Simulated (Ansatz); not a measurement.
Rows from a G0W0 calculation on InF3 (R-3c) (Ansatz 0.2.0; G0W0 on LDA, plane waves, PAW; 4×4×4 mesh, 722 empty bands, screening to 190 eV, hard PAW files), in eV. Spin-orbit coupling is left out.

| row | k | band | start | Σx | Σc at the solution | Vxc |
| --- | --- | --- | --- | --- | --- | --- |
| A | Γ | c2 | 11.636 | -15.172 | -4.955 | -22.456 |
| B | (0.000, 0.250, 0.250) | c1 | 6.779 | -12.611 | -3.458 | -17.784 |
| C | Γ | v1 | 1.409 | -33.591 | 4.784 | -27.032 |
| D | (0.000, 0.250, 0.250) | c2 | 10.569 | -14.305 | -4.509 | -21.016 |
| E | Γ | c1 | 5.683 | -11.281 | -3.442 | -16.333 |
| F | (0.000, 0.250, 0.250) | v1 | 1.417 | -33.569 | 4.792 | -27.002 |

**Question.** Work out each quasiparticle level and how far it moved.

The quasiparticle equation reads E = start + Σx + Σc(E) − Vxc.

| row | E (eV) | shift (eV) |
| --- | --- | --- |
| A | 13.965 | +2.329 |
| B | 8.495 | +1.716 |
| C | -0.366 | −1.775 |
| D | 12.771 | +2.202 |
| E | 7.293 | +1.610 |
| F | -0.358 | −1.775 |

The gap over the computed points goes from 4.24 eV to 7.65 eV.

Limits: not at the basis limit; no spin-orbit coupling.

[Runs of the session that timed out or met a known fault of the program may be left out.]

[Cells called generated may have been cut or substituted from an entry of the Crystallography Open Database or the Materials Project.]

[Hosts, paths, dates, database ids (printed as entryN), source tags and the programs' standing remarks are cut or masked in the printed files.]
